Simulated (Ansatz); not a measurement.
# What Pt3PbC (Pm-3m) distorts into, part 2 of 3

Which phase does Pt3PbC (Pm-3m) fall into along its unstable mode, and how much energy does it gain?

Ansatz 0.2.0; DFT PBEsol, scalar-relativistic, plane waves, PAW; PAW set soft_1.

So far, highest frequency on the path or at a solved wavevector (cm⁻¹): step 2 (response at finite wavevector) 540. Also lowest frequency on the path (cm⁻¹): step 2 -127.

**4. The mode frozen in, largest atomic shift 0.22 Å**

The atoms are moved along the unstable eigenvector, the largest shift by 0.22 Å, with the cell fixed.

The input, input.yaml:

```yaml
crystal:
  lattice:
    - [4.2811329647, 0.0, 0.0]
    - [0.0, 4.2811329647, 0.0]
    - [0.0, 0.0, 4.2811329647]
  atoms:
    - { symbol: Pt, position: [0.0, 0.4925646527, 0.5] }
    - { symbol: Pt, position: [0.5, 0.4925646527, 0.0] }
    - { symbol: Pt, position: [0.5, 0.0124106958, 0.5] }
    - { symbol: Pb, position: [0.0, -0.0006627318, 0.0] }
    - { symbol: C, position: [0.5, 0.5513882661, 0.5] }
kpoints:
  mp_grid: { grid: [8, 8, 8] }
hamiltonian:
  xc: pbesol
  pseudopotentials: { kind: paw, azcp: { folder: soft_1 }, xc_functional: pbe }
scf:
  occupations: { method: methfessel_paxton, width: 0.2 }
output:
  forces: true
  stress: true
  eigenvalues: true
```

Command:

```console
ansatz run input.yaml --threads 4 --pin off --max-ram 10240MiB --backend cpu --events-out ev --progress --plain --runs-dir out
```

Numbers of over 12 decimals in the logs are rounded to 6 here.

The log of the run:

```text
[...]
Crystal: 5 atoms, lattice volume = 78.465 Å³
Basis set: ecut = 420 eV, 1551 PW (Γ), exchange–correlation on 60×60×60 points (8 copies of the dense FFT grid, shifted against one another)
Bands: 44, of which v1, the nominal top of the filled ones, is band 36 counted from 1 (35 counted from 0)
Symmetry: 8 space group operations
[...]
k-points: 75 of 512 (time reversal used)
[...]
k-point 0: bands = [... 32 lower, 17.8668, 17.8668, 17.9329, 17.9645, 18.8242, 19.7619, 19.8804, 19.8804, ... 4 higher]
  k-point 1: bands = [... 32 lower, 17.8009, 17.8626, 17.9372, 18.0827, 18.4924, 19.9683, 20.1500, 20.6510, ... 4 higher]
  k-point 2: bands = [... 32 lower, 17.4440, 17.8632, 18.1024, 18.3585, 18.6188, 20.5491, 20.8416, 21.2344, ... 4 higher]
  k-point 74: bands = [... 32 lower, 16.7994, 17.7487, 17.7536, 17.7536, 17.9075, 19.5990, 19.7208, 19.7208, ... 4 higher]
[key lines of the parts left out:]
SCF converged after 8 iterations
Free energy (F): -49158.089677 eV
Fermi energy:    18.520591 eV
P = ⅓ Tr σ = 0.6569 GPa (6.569 kbar)
```

It took 5 s on 4 threads of Arm Neoverse V2, shared host; peak memory 0.47 GiB; 19 s of CPU time.

This step gave:

| Item | Value |
| --- | --- |
| pressure | 0.6569 GPa |
| energy from the undistorted cell | -3.814 meV/atom |

The energy, extrapolated to zero smearing, is -3.81 meV/atom against the undistorted cell.

The run ends at a pressure of 0.66 GPa, with forces up to 0.84 eV/Å.

**5. Energy along the mode, all amplitudes (two of the runs are shown above)**

An imaginary frequency means negative curvature, so the energy should fall and then rise again as anharmonic terms take over.

This step gave:

```yaml
depth_at_the_lowest_point_sampled: 3.814 meV/atom
largest_atomic_shift_at_that_point: 0.22 Å
```

The energy from the parent by largest atomic shift:

```tsv
largest atomic shift (Å)	energy from the parent (meV/atom)
0.000	0
0.040	-0.284
0.080	-1.08
0.140	-2.76
0.220	-3.81
0.320	-0.039
0.450	39.9
```

Displacement at unit largest shift by atom:

```tsv
atom	x (Å)	y (Å)	z (Å)	size
Pt1	0.00	-0.14	0.00	0.14
Pt2	0.00	-0.14	0.00	0.14
Pt3	0.00	0.24	0.00	0.24
Pb4	0.00	-0.01	0.00	0.01
C5	0.00	1.00	0.00	1.00
```

The lowest of the steps tried is at 0.22 Å, 3.81 meV/atom below the parent; the bottom of the well need not coincide with a step.

**6. Relaxing from the distorted cell**

Starting from the lowest point found, all atoms and the cell are let go, so that strain and other modes of the same symmetry can join in.

input.yaml: that of step 4 with these lines changed.

```diff
@@ -22 +22,6 @@
   eigenvalues: true
+relax:
+  adjacent_minimum: "off"
+  f_tol: 0.002
+  max_steps: 120
+  cell: { stress_tol: 0.03 }
```

The log of the run:

```text
[...]
Crystal: 5 atoms, lattice volume = 78.465 Å³
Basis set: ecut = 420 eV, 1551 PW (Γ), exchange–correlation on 60×60×60 points (8 copies of the dense FFT grid, shifted against one another)
Bands: 44, of which v1, the nominal top of the filled ones, is band 36 counted from 1 (35 counted from 0)
Symmetry: 8 space group operations
[...]
k-points: 75 of 512 (time reversal used)
[...]
SCF iter   1: F=—  HF=-49159.606595 eV  |F-HF|=—  |Δ(HF+E_count)|=         —  Δρ=8.27e-2  dr2=6.20e0  ethr=3.10e-3  ⟨swp⟩=6.7  Hψ=12124  notcnv=0
[...]
SCF iter   8: F=-49158.089677 eV  HF=-49158.089677 eV  |F-HF|=6.75e-9  |Δ(HF+E_count)|=   1.13e-7  S|Δr|=    0.00e0  Δρ=4.11e-6  dr2=1.66e-8  ethr=1.39e-10  ⟨swp⟩=11.4  Hψ=15039  notcnv=0
SCF 1 converged in 8 iterations: F = -49158.089677 eV  dr2 = 1.66e-8
[...]
relax step   1: F+E_penalty+E_count = -49158.08967724 eV  Δ(F+E_penalty+E_count) = +0.000e0 eV  max|allowed force component| = 8.379e-1 eV/Å  Δτ_max = 0.0000 Å  P = +0.657 GPa  Ω = 78.465 Å³  (8 SCF iters, dr2 threshold 1.00e-7 eV, accepted)
Crystal: 5 atoms, lattice volume = 78.270 Å³
Basis set: ecut = 420 eV, 1527 PW (Γ), exchange–correlation on 60×60×60 points (8 copies of the dense FFT grid, shifted against one another)
[...]
SCF iter   6: F=-49158.178357 eV  HF=-49158.178357 eV  |F-HF|=5.25e-8  |Δ(HF+E_count)|=   3.30e-7  S|Δr|=    0.00e0  Δρ=8.86e-6  dr2=9.60e-8  ethr=6.94e-10  ⟨swp⟩=7.2  Hψ=13709  notcnv=0
SCF 2 converged in 6 iterations: F = -49158.178357 eV  dr2 = 9.60e-8
relax step   2: F+E_penalty+E_count = -49158.17835660 eV  Δ(F+E_penalty+E_count) = -8.868e-2 eV  max|allowed force component| = 3.784e-1 eV/Å  Δτ_max = 0.0599 Å  P = +0.410 GPa  Ω = 78.270 Å³  energy of the carried Pulay correction = +1.149e-4 eV  (6 SCF iters, dr2 threshold 5.00e-7 eV, accepted)
Crystal: 5 atoms, lattice volume = 77.571 Å³
Basis set: ecut = 420 eV, 1519 PW (Γ), exchange–correlation on 60×60×60 points (8 copies of the dense FFT grid, shifted against one another)
[...]
SCF iter   6: F=-49158.155805 eV  HF=-49158.155805 eV  |F-HF|=2.90e-7  |Δ(HF+E_count)|=   1.66e-6  S|Δr|=    0.00e0  Δρ=1.91e-5  dr2=4.41e-7  ethr=6.94e-10  ⟨swp⟩=5.8  Hψ=16291  notcnv=0
SCF 3 converged in 6 iterations: F = -49158.155805 eV  dr2 = 4.41e-7
relax step   3: F+E_penalty+E_count = -49158.15580480 eV  Δ(F+E_penalty+E_count) = +2.255e-2 eV  max|allowed force component| = 2.510e0 eV/Å  Δτ_max = 0.1958 Å  P = +2.544 GPa  Ω = 77.571 Å³  energy of the carried Pulay correction = +5.292e-4 eV  (6 SCF iters, dr2 threshold 5.00e-7 eV, rejected (line search))
[... from here on, the SCF cycles and remarks between the steps are left out ...]
relax step   4: F+E_penalty+E_count = -49158.28738914 eV  Δ(F+E_penalty+E_count) = -1.090e-1 eV  max|allowed force component| = 6.930e-1 eV/Å  Δτ_max = 0.0680 Å  P = -0.261 GPa  Ω = 78.349 Å³  energy of the carried Pulay correction = +6.823e-5 eV  (10 SCF iters, accepted)
relax step   5: F+E_penalty+E_count = -49158.39583776 eV  Δ(F+E_penalty+E_count) = -1.084e-1 eV  max|allowed force component| = 8.465e-1 eV/Å  Δτ_max = 0.0688 Å  P = +0.268 GPa  Ω = 78.063 Å³  energy of the carried Pulay correction = +2.370e-4 eV  (6 SCF iters, dr2 threshold 5.00e-7 eV, accepted)
relax step   6: F+E_penalty+E_count = -49158.57157631 eV  Δ(F+E_penalty+E_count) = -1.757e-1 eV  max|allowed force component| = 7.742e-1 eV/Å  Δτ_max = 0.0768 Å  P = +0.626 GPa  Ω = 77.795 Å³  energy of the carried Pulay correction = +3.956e-4 eV  (6 SCF iters, dr2 threshold 5.00e-7 eV, accepted)
relax step   7: F+E_penalty+E_count = -49158.75984869 eV  Δ(F+E_penalty+E_count) = -1.883e-1 eV  max|allowed force component| = 5.364e-1 eV/Å  Δτ_max = 0.0636 Å  P = +1.257 GPa  Ω = 77.494 Å³  energy of the carried Pulay correction = +5.747e-4 eV  (6 SCF iters, dr2 threshold 5.00e-7 eV, accepted)
relax step   8: F+E_penalty+E_count = -49158.77372199 eV  Δ(F+E_penalty+E_count) = -1.387e-2 eV  max|allowed force component| = 5.041e-1 eV/Å  Δτ_max = 0.1311 Å  P = +1.424 GPa  Ω = 78.690 Å³  energy of the carried Pulay correction = -1.322e-4 eV  (6 SCF iters, dr2 threshold 5.00e-7 eV, accepted)
relax step   9: F+E_penalty+E_count = -49158.82520587 eV  Δ(F+E_penalty+E_count) = -5.148e-2 eV  max|allowed force component| = 7.685e-2 eV/Å  Δτ_max = 0.0769 Å  P = -0.642 GPa  Ω = 78.526 Å³  energy of the carried Pulay correction = -3.571e-5 eV  (6 SCF iters, dr2 threshold 5.00e-7 eV, accepted)
relax step  10: F+E_penalty+E_count = -49158.82449567 eV  Δ(F+E_penalty+E_count) = +7.102e-4 eV  max|allowed force component| = 7.553e-2 eV/Å  Δτ_max = 0.0558 Å  P = +0.386 GPa  Ω = 78.371 Å³  energy of the carried Pulay correction = +5.563e-5 eV  (5 SCF iters, dr2 threshold 5.00e-7 eV, rejected (line search))
relax step  11: F+E_penalty+E_count = -49158.82736546 eV  Δ(F+E_penalty+E_count) = -2.160e-3 eV  max|allowed force component| = 4.724e-2 eV/Å  Δτ_max = 0.0265 Å  P = +0.119 GPa  Ω = 78.357 Å³  energy of the carried Pulay correction = +6.338e-5 eV  (9 SCF iters, accepted)
relax step  12: F+E_penalty+E_count = -49158.82737628 eV  Δ(F+E_penalty+E_count) = -1.082e-5 eV  max|allowed force component| = 1.032e-2 eV/Å  Δτ_max = 0.0060 Å  P = -0.104 GPa  Ω = 78.484 Å³  energy of the carried Pulay correction = -1.111e-5 eV  (5 SCF iters, dr2 threshold 1.39e-7 eV, accepted)
relax step  13: F+E_penalty+E_count = -49158.82744625 eV  Δ(F+E_penalty+E_count) = -6.997e-5 eV  max|allowed force component| = 5.124e-3 eV/Å  Δτ_max = 0.0025 Å  P = +0.018 GPa  Ω = 78.422 Å³  energy of the carried Pulay correction = +2.532e-5 eV  (4 SCF iters, dr2 threshold 8.37e-8 eV, accepted)
relax step  14: F+E_penalty+E_count = -49158.82744357 eV  Δ(F+E_penalty+E_count) = +2.674e-6 eV  max|allowed force component| = 2.084e-4 eV/Å  Δτ_max = 0.0003 Å  P = +0.002 GPa  Ω = 78.429 Å³  energy of the carried Pulay correction = +2.136e-5 eV  (4 SCF iters, dr2 threshold 1.64e-9 eV, accepted)
relax step  15: F+E_penalty+E_count = -49158.86819501 eV  Δ(F+E_penalty+E_count) = -4.075e-2 eV  max|allowed force component| = 1.447e-2 eV/Å  Δτ_max = 0.0000 Å  P = +0.870 GPa  Ω = 78.429 Å³  stress off target by 2.46e0 GPa  SCF on the basis re-selected at this cell (its energy is not comparable with the rows above)  (8 SCF iters)
relax step  16: F+E_penalty+E_count = -49158.87723517 eV  Δ(F+E_penalty+E_count) = -9.040e-3 eV  max|allowed force component| = 5.906e-2 eV/Å  Δτ_max = 0.0231 Å  P = +0.447 GPa  Ω = 78.898 Å³  energy of the carried Pulay correction = -2.519e-4 eV  (5 SCF iters, dr2 threshold 5.00e-7 eV, accepted)
relax step  17: F+E_penalty+E_count = -49158.87949744 eV  Δ(F+E_penalty+E_count) = -2.262e-3 eV  max|allowed force component| = 1.668e-2 eV/Å  Δτ_max = 0.0344 Å  P = -0.093 GPa  Ω = 79.471 Å³  energy of the carried Pulay correction = -5.594e-4 eV  (5 SCF iters, dr2 threshold 5.00e-7 eV, accepted)
relax step  18: F+E_penalty+E_count = -49158.87960866 eV  Δ(F+E_penalty+E_count) = -1.112e-4 eV  max|allowed force component| = 2.377e-2 eV/Å  Δτ_max = 0.0063 Å  P = +0.277 GPa  Ω = 79.345 Å³  energy of the carried Pulay correction = -4.866e-4 eV  (4 SCF iters, dr2 threshold 2.64e-7 eV, accepted)
relax step  19: F+E_penalty+E_count = -49158.87974867 eV  Δ(F+E_penalty+E_count) = -1.400e-4 eV  max|allowed force component| = 1.299e-3 eV/Å  Δτ_max = 0.0065 Å  P = -0.011 GPa  Ω = 79.391 Å³  energy of the carried Pulay correction = -5.180e-4 eV  (4 SCF iters, dr2 threshold 2.84e-7 eV, accepted)
[...]
SCF iter   6: F=-49158.880312 eV  HF=-49158.880312 eV  |F-HF|=1.46e-11  |Δ(HF+E_count)|=    0.00e0  S|Δr|=    0.00e0  Δρ=4.36e-8  dr2=5.74e-12  ethr=1.00e-12  ⟨swp⟩=7.1  Hψ=15700  notcnv=0
SCF 20 converged in 6 iterations: F = -49158.880312 eV  dr2 = 5.74e-12
relax step  20: F+E_penalty+E_count = -49158.88031229 eV  Δ(F+E_penalty+E_count) = -5.636e-4 eV  max|allowed force component| = 1.281e-3 eV/Å  Δτ_max = 0.0000 Å  P = -0.005 GPa  Ω = 79.391 Å³  stress off target by 7.58e-3 GPa  SCF on the basis re-selected at this cell (its energy is not comparable with the rows above)  (6 SCF iters)
[...]
SCF converged after 6 iterations
[...]
Free energy (F): -49158.880312 eV
[...]
Internal energy: -49158.878660 eV  (E = F + TS)
E sigma→0 (E₀):  -49158.879899 eV
Entropy (-TS):   -0.001652 eV (-0.330 meV/atom)
Fermi energy:    18.565924 eV
[...]
--- Forces (eV/Å), atoms counted from 1 ---
  atom   1  Pt     0.00000000     0.00060641     0.00000000
  atom   2  Pt    -0.00000000     0.00060641    -0.00000000
  atom   3  Pt     0.00000000    -0.00013849     0.00000000
  atom   4  Pb     0.00000000    -0.00128095     0.00000000
  atom   5  C      0.00000000     0.00020626     0.00000000
  max |Σ_I F_I| component: 3.59e-7 eV/Å
--- Stress (GPa, compression-positive) ---
       -0.007578       0.000000       0.000000
       -0.000000      -0.000485       0.000000
        0.000000       0.000000      -0.007578
  P = ⅓ Tr σ = -0.0052 GPa (-0.052 kbar)
--- Band table (eV; the first three rows and the last of 75) ---
  k-point 0: bands = [... 32 lower, 17.2261, 17.5580, 17.5836, 17.5836, 18.5402, 19.3492, 21.2104, 21.2104, ... 4 higher]
  k-point 1: bands = [... 32 lower, 17.1553, 17.2799, 17.3570, 17.5250, 18.8611, 19.3489, 20.3756, 21.5907, ... 4 higher]
  k-point 2: bands = [... 32 lower, 16.8558, 16.9190, 17.2888, 17.7101, 19.0381, 19.5304, 20.5789, 22.4647, ... 4 higher]
  k-point 74: bands = [... 32 lower, 16.8363, 16.9555, 17.2379, 17.2379, 17.6679, 18.1707, 19.6374, 19.6374, ... 4 higher]
--- Relaxed structure (18 steps of the walk, 16 accepted, 2 SCFs on fresh bases) ---
  F+E_penalty+E_count = -49158.88031229 eV   max|allowed force component| = 1.281e-3 eV/Å   (the final SCF, on the basis selected at the relaxed cell)
  cell:  # Å, volume = 79.3908 Å³
    - [3.915310, 0, 0]
    - [0, 5.178904, 0.0]
    - [0, 0.0, 3.915310]
  atoms:
    - { symbol: Pt, position: [0, 0.463085, 0.500000] }
    - { symbol: Pt, position: [0.500000, 0.463085, 0] }
    - { symbol: Pt, position: [0.500000, 0.00946661, 0.500000] }
    - { symbol: Pb, position: [0, -0.00452798, 0] }
    - { symbol: C, position: [0.500000, 0.617157, 0.500000] }
```

The job ended after 1.8 min (4 threads; peak memory 0.51 GiB).

Relaxation path:

```tsv
step	energy less that of the first step (eV)	largest force component (eV/Å)	pressure (GPa)	volume (Å³)
1	0.0000	0.8379	0.66	78.47
2	-0.0887	0.3784	0.41	78.27
3	-0.0661	2.5103	2.54	77.57
4	-0.1977	0.6930	-0.26	78.35
5	-0.3062	0.8465	0.27	78.06
6	-0.4819	0.7742	0.63	77.80
7	-0.6702	0.5364	1.26	77.49
8	-0.6840	0.5041	1.42	78.69
9	-0.7355	0.0768	-0.64	78.53
10	-0.7348	0.0755	0.39	78.37
11	-0.7377	0.0472	0.12	78.36
12	-0.7377	0.0103	-0.10	78.48
13	-0.7378	0.0051	0.02	78.42
14	-0.7378	0.0002	0.00	78.43
15*	-0.7785	0.0145	0.87	78.43
16	-0.7876	0.0591	0.45	78.90
17	-0.7898	0.0167	-0.09	79.47
18	-0.7899	0.0238	0.28	79.34
19	-0.7901	0.0013	-0.01	79.39
20*	-0.7906	0.0013	-0.01	79.39
```

Relaxation steps marked * repeat the geometry before them on a plane-wave basis chosen anew for their cell, so energy and pressure can jump there. Relaxation steps 3, 10 were tried and not accepted.

The run keeps the 8 symmetry operations that it works with, so distortions that break them were not tested.

```tsv
cell as run	before	after	change
a (Å)	4.281	3.915	-8.5 %
b (Å)	4.281	5.179	+21.0 %
c (Å)	4.281	3.915	-8.5 %
volume (Å³/atom)	15.69	15.88	+1.2 %
```

The atoms that moved most (Å, as changes of fractional coordinates times the final cell):

```tsv
atom	dx	dy	dz	length
C5	0.000	0.341	0.000	0.341
Pt1	0.000	-0.153	0.000	0.153
Pt2	0.000	-0.153	0.000	0.153
Pb4	0.000	-0.020	0.000	0.020
Pt3	0.000	-0.015	0.000	0.015
```

Final coordinates:

```xyz
5
Lattice="3.9153 0.0000 0.0000 0.0000 5.1789 0.0000 0.0000 0.0000 3.9153" Properties=species:S:1:pos:R:3 pbc="T T T"
Pt    0.0000    2.3983    1.9577
Pt    1.9577    2.3983    0.0000
Pt    1.9577    0.0490    1.9577
Pb    0.0000   -0.0234    0.0000
C     1.9577    3.1962    1.9577
```

Numbers from this step:

* pressure: -0.005214 GPa
* volume per atom: 15.88 Å³

The distorted start has space group P4mm; the relaxation ends in P4mm.

**7. The new phase in its own primitive cell**

The relaxed structure is symmetrised, reduced to its primitive cell and relaxed tightly, as its phonons need.

input.yaml, the sections that differ from step 6:

```yaml
crystal:
  lattice:
    - [3.9153095995, 0.0, 0.0]
    - [0.0, 3.9153095995, 0.0]
    - [0.0, 0.0, 5.1789042967]
  atoms:
    - { symbol: Pt, position: [0.0, 0.5, 0.5369148226] }
    - { symbol: Pt, position: [0.5, 0.0, 0.5369148226] }
    - { symbol: Pt, position: [0.5, 0.5, 0.990533391] }
    - { symbol: Pb, position: [0.0, 0.0, 0.0045279828] }
    - { symbol: C, position: [0.5, 0.5, 0.3828434455] }
kpoints:
  mp_grid: { grid: [10, 10, 8] }
relax:
  adjacent_minimum: "off"
  f_tol: 0.001
  max_steps: 60
  cell: { stress_tol: 0.01 }
# hamiltonian, scf, output: as in step 6
```

The log of the run:

```text
[...]
Crystal: 5 atoms, lattice volume = 79.391 Å³
Basis set: ecut = 420 eV, 1561 PW (Γ), exchange–correlation on 54×54×72 points (8 copies of the dense FFT grid, shifted against one another)
Bands: 44, of which v1, the nominal top of the filled ones, is band 36 counted from 1 (35 counted from 0)
Symmetry: 8 space group operations
[...]
k-points: 105 of 800 (time reversal used)
[...]
--- Relaxed structure (7 steps of the walk, 7 accepted, 1 SCFs on fresh bases) ---
[...]
cell:  # Å, volume = 79.4842 Å³
    - [3.915771, 0, 0.0]
    - [0, 3.915771, 0.0]
    - [0.0, 0.0, 5.183779]
  atoms:
    - { symbol: Pt, position: [0, 0.500000, 0.536345] }
    - { symbol: Pt, position: [0.500000, 0, 0.536345] }
    - { symbol: Pt, position: [0.500000, 0.500000, 0.992413] }
    - { symbol: Pb, position: [0, 0, 0.00279149] }
    - { symbol: C, position: [0.500000, 0.500000, 0.383841] }
[key lines of the parts left out:]
SCF converged after 5 iterations
Free energy (F): -49158.875217 eV
Fermi energy:    18.540080 eV
P = ⅓ Tr σ = 0.0007 GPa (0.007 kbar)
```

Run time: 59 s. Hardware: 4 threads; peak memory 0.57 GiB.

Relaxation path:

```tsv
step	energy less that of the first step (eV)	largest force component (eV/Å)	pressure (GPa)	volume (Å³)
1	0.0000	0.0205	-0.02	79.39
2	0.0000	0.0165	-0.14	79.46
3	-0.0001	0.0057	0.06	79.38
4	-0.0001	0.0081	0.00	79.41
5	-0.0001	0.0101	-0.03	79.45
6	-0.0001	0.0006	-0.01	79.48
7	-0.0001	0.0005	0.00	79.48
8*	-0.0001	0.0005	0.00	79.48
```

Relaxation steps marked * repeat the geometry before them on a plane-wave basis chosen anew for their cell, so energy and pressure can jump there.

The run keeps the 8 symmetry operations that it works with, so distortions that break them were not tested.

```tsv
conventional cell, symmetrised	before	after	change
a (Å)	3.915	3.916	+0.0 %
b (Å)	3.915	3.916	+0.0 %
c (Å)	5.179	5.184	+0.1 %
volume (Å³/atom)	15.88	15.90	+0.1 %
```

Final coordinates:

```xyz
5
Lattice="3.9158 0.0000 0.0000 0.0000 3.9158 0.0000 0.0000 0.0000 5.1838" Properties=species:S:1:pos:R:3 pbc="T T T"
Pt    0.0000    1.9579    2.7803
Pt    1.9579    0.0000    2.7803
Pt    1.9579    1.9579    5.1444
Pb    0.0000    0.0000    0.0145
C     1.9579    1.9579    1.9897
```

This step gave:

* pressure: 6.78e-4 GPa
* volume per atom: 15.90 Å³

The largest force component left is 0.54 meV/Å and the pressure is 0.001 GPa, within the tolerances set. The cell now holds 15.90 Å³/atom.

(Part 2 of 3 ends here.)

[Logs are printed without paths, hosts, clocks, repeated set-up lines and the standing remarks that a program may print on its own settings, such as how far it seeks lower states.]

[Hosts, paths, dates, database ids (printed as entryN), source tags and the programs' standing remarks are cut or masked in the printed files.]
